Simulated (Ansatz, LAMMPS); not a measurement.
# Electronic structure of liquid Zn38Se23S15 at 2050 K (76 atoms), part 2 of 2

Aim: energy, forces and density of states of liquid Zn38Se23S15 at 2050 K (76 atoms) at a fixed geometry.

Ansatz 0.2.0; Kohn-Sham DFT, PBEsol, PAW (set soft_2), plane waves.

The cell: 38 Zn, 23 Se and 15 S. The network of bonds at the start is that of the classical potential that made the cell. The Brillouin zone is sampled at Γ only, in a cell whose shortest periodic width is 12 Å.

So far. Step 3 (Plane-wave single point): Electrostatic potential energy in the bc plane at fractional x = 0.043, with atoms of Zn and Se and S within 0.2 Å of it. With pseudopotentials it is smooth inside the atoms' cores, unlike the true potential.

## (3) Plane-wave single point (continued)

Valence density in the bc plane at fractional x = 0.043, with atoms of Zn and Se and S within 0.2 Å of it. It is the smooth field of the valence electrons, not physical close to the nuclei.

Ten steps, logarithmic in the rise over the least value, from '0' (0 e/Å³) to '9' (24 e/Å³), each cell a mean:
```
1110001122211234211233321000011111
1111001233211011112333331000000001
1100001122210000001333331000000000
0000000111100000001233221000000000
1000000000000000001121100000001111
1100000001112211124542100000011222
2110000001245432137984100000001222
2100000001357632125763100000001112
1000000001234421111211111100001111
0000000000112110000001122211112321
1000000000000000000001234321247862
1000000000000000000001233321248962
0000000000000000000001122111123321
0011110000000000000000010000001110
0112321000000001110000000000000100
1112211100000124642100000000011111
1000111122211137973111100000112211
0000001234421125642222221101111111
0000001245431111111233332111111100
0000001123321000001232233111111110
1000000011110000001233332100123332
2100000000000122210112110000136873
2100000000001478621000000000137984
1100000011111489621111100000124542
```
Columns run along b (11.9 Å), rows up along c (11.9 Å). Atoms in or near the plane, at fractional coordinates: Zn at (0.44, 0.03), Zn at (0.48, 0.30), Zn at (0.91, 0.53), Zn at (0.57, 0.71), Se at (0.92, 0.07), S at (0.64, 0.19).

Within 0.4 eV of the Fermi level the largest share is Se p (53 % of the projected weight).

## (4) Local order

These statistics describe the geometry on which the runs were made.

Density 4.69 g/cm³, 22.30 Å³ an atom.

g(r), total and by pair (bins of 0.2 Å):

```
r (Å)  total  Zn-Zn  Zn-Se  Zn-S  Se-Se  Se-S   S-S
 2.10   0.10   0.00   0.00  0.51   0.00  0.00  0.00
 2.30   0.77   0.17   0.69  2.64   0.00  0.00  0.00
 2.50   2.20   0.15   4.03  4.79   0.00  0.00  0.00
 2.70   1.53   0.52   3.00  2.46   0.00  0.00  0.00
 2.90   0.89   0.55   1.27  0.86   0.57  1.18  0.00
 3.10   0.71   0.67   0.81  0.25   0.78  0.83  1.84
 3.30   0.97   1.37   0.79  0.23   1.15  1.08  2.69
 3.50   1.06   1.67   0.94  0.48   1.02  0.97  1.45
 3.70   1.08   1.50   0.40  0.17   1.68  2.77  1.75
 3.90   1.10   1.27   0.66  1.17   1.83  1.41  0.40
 4.10   1.15   1.27   0.92  0.91   0.92  1.63  2.46
 4.30   1.06   1.56   0.79  0.90   0.95  1.05  0.94
 4.50   1.20   1.07   1.07  1.06   1.75  1.84  0.60
 4.70   0.94   1.18   0.83  0.86   1.02  0.62  1.37
 4.90   0.73   0.55   1.03  0.64   0.64  0.83  0.00
 5.10   0.95   1.00   0.92  1.23   0.88  0.68  0.46
 5.30   0.92   0.67   1.21  1.14   0.54  0.77  0.44
 5.50   0.99   0.87   0.81  1.45   1.11  1.10  0.20
 5.70   0.97   0.66   1.07  1.42   0.79  0.84  0.72
 5.90   1.09   0.96   1.46  0.98   0.95  0.67  1.21
```

Bonds by pair of elements; cutoffs follow the first minimum of g(r), held within bounds set by covalent radii, and pairs that aren't listed don't count as bonded:

```
pair A-B  cutoff (Å)  bonds  mean length (Å)  spread (Å)  shortest (Å)  B about A  A about B
   Zn-Se        3.12     87             2.67       0.192          2.31       2.29       3.78
    Zn-S        3.02     60             2.54       0.193          2.14       1.58          4
```

The cutoff for Zn-Se falls short of the minimum of g(r), so counts run low and odd coordinations can be artefacts.

How many atoms have how many bonded neighbours:

```
element  mean  2  3   4  5
      S     4  0  4   7  4
     Se  3.78  3  5   9  6
     Zn  3.87  2  6  25  5
```

Bond angles, per cent of each kind in bins of 5°:

```
angle (°)  Zn-Se-Zn  S-Zn-Se  Zn-S-Zn  Se-Zn-Se  S-Zn-S
    50–55       0.8      0.0      0.0       0.0     0.0
    55–60       0.8      0.0      1.1       0.0     0.0
    60–65       2.3      0.9      2.1       0.0     0.0
    65–70       2.3      5.2      1.1       1.4     3.0
    70–75       3.8      2.6      5.3       4.2     3.0
    75–80       6.1      5.2      2.1       1.4     0.0
    80–85       6.8      7.0      6.4       6.9    15.2
    85–90      11.4      7.0      9.6       8.3     6.1
    90–95       4.5      7.8     12.8       6.9     9.1
   95–100       5.3      9.6      5.3       9.7     3.0
  100–105       9.8      7.0      7.4       5.6     9.1
  105–110       6.1      7.8      7.4       6.9     3.0
  110–115       7.6      4.3      6.4       6.9    12.1
  115–120       6.1      5.2      7.4       8.3     6.1
  120–125       4.5      7.0      3.2       6.9     9.1
  125–130       3.8      7.8      3.2      12.5     9.1
  130–135       1.5      3.5      4.3       0.0     6.1
  135–140       3.8      4.3      2.1       2.8     0.0
  140–145       0.8      1.7      6.4       1.4     0.0
  145–150       3.0      3.5      1.1       2.8     0.0
  150–155       2.3      0.9      4.3       4.2     0.0
  155–160       1.5      0.9      1.1       1.4     0.0
  160–165       1.5      0.0      0.0       0.0     3.0
  165–170       3.0      0.9      0.0       1.4     0.0
  170–175       0.8      0.0      0.0       0.0     3.0
```

Bond angles (no mean is given where the spread exceeds 20°):

```
   angle  count  mean (°)  spread (°)
Zn-Se-Zn    132         -           -
 S-Zn-Se    115         -           -
 Zn-S-Zn     94         -           -
Se-Zn-Se     72         -           -
  S-Zn-S     33         -           -
```

Bond length by coordination (bonds to H left out):

```
element  coordination  atoms  mean bond length (Å)
      S             3      4                  2.47
      S             4      7                  2.50
      S             5      4                  2.62
     Se             2      3                  2.58
     Se             3      5                  2.60
     Se             4      9                  2.69
     Se             5      6                  2.70
     Zn             2      2                  2.62
     Zn             3      6                  2.56
     Zn             4     25                   2.6
     Zn             5      5                  2.71
```

Rings of the network by King's shortest-path rule, up to 12 atoms, one path for each pair of neighbours; H, halogens, alkali and alkaline-earth atoms are left out, and the last column divides by all other atoms, bonded or not:

```
ring size (atoms)  rings  per network atom
                4     25             0.329
                6     85              1.12
                8     67             0.882
               10      4             0.053
```

First main peaks of g(r), for some of the pairs, lie near 3.6 Å (Zn-Zn), 2.6 Å (Zn-Se), 2.4 Å (Zn-S) and 3.3 Å (S-S). Rings of 6 atoms are the most common (47 % of those counted); sizes run from 4 to 10.

The surroundings of Se45, which bears the longest force, nearest first, numbered as they follow in the input and with coordinates relative to it.

```
atom      x      y      z  distance (Å)  bonds     Fx     Fy  Fz (eV/Å)
Se45   0.00   0.00   0.00          0.00      4   1.90   0.78      -0.09
 Zn1  -2.30   0.61  -0.18          2.38      4  -0.60   0.47      -0.61
Zn14   0.10   2.40   1.02          2.61      4   0.20   0.34       0.02
Zn31   1.58   0.18  -2.14          2.67      4   0.01   0.26       0.59
Zn16   2.38  -0.09   1.63          2.89      3  -0.22   0.39       0.45
Se57  -1.57  -1.33   2.26          3.06      4  -0.29  -1.17       0.81
Se39  -2.99  -1.53  -1.37          3.63      3   0.47  -0.89      -0.99
 S63   1.32  -3.40  -0.33          3.67      3  -1.08   0.09      -0.07
Se40   0.12   2.26  -2.96          3.73      4   0.33  -0.14      -0.63
Zn10  -1.97   1.03   3.11          3.82      3  -0.44   0.18       0.49
Zn32  -0.67  -3.58   1.22          3.84      4   0.24  -0.54      -0.41
 S70  -2.37   2.78  -1.56          3.98      3  -0.28  -0.34      -0.53
Zn24  -0.78  -2.11  -3.32          4.01      4   0.35   0.38       0.32
 S69   1.81  -1.88  -3.09          4.04      3  -1.07  -0.10      -0.32
 S65  -2.16   3.00   1.72          4.08      4  -0.24  -1.38       0.48
```

The column of bonds counts only the pairs Zn-Se within 3.12 Å, Zn-S within 3.02 Å; other neighbours, such as metal atoms beside each other in a compound, aren't counted, and periodic images can show an atom twice.

## (5) What came out

```json
{"free energy per atom": "-3456.7248 eV/atom", "pressure": "-4.505 GPa", "r.m.s. force component": "0.5942 eV/Å", "wall time of the 1 DFT run": "25 s"}
```

**Reading.** 3 levels are partly filled, by over 2 % (at Γ alone): no clear gap opens at this level.

What to keep in mind: The force components of 0.59 eV/Å r.m.s. hold both thermal displacement and the mismatch between the potential that made the cell and DFT. The stress is far from hydrostatic: its diagonal is -4.4, -6.3, -2.8 GPa, compression counted positive. The pressure of -4.5 GPa is that of one thermal frame, in which the classical model's bond lengths enter as well as the volume, without the kinetic term.

[Logs are printed without paths, hosts, clocks, repeated set-up lines and the standing remarks that a program may print on its own settings, such as how far it seeks lower states.]

[Hosts, paths, dates, database ids (printed as entryN), source tags and the programs' standing remarks are cut or masked in the printed files.]
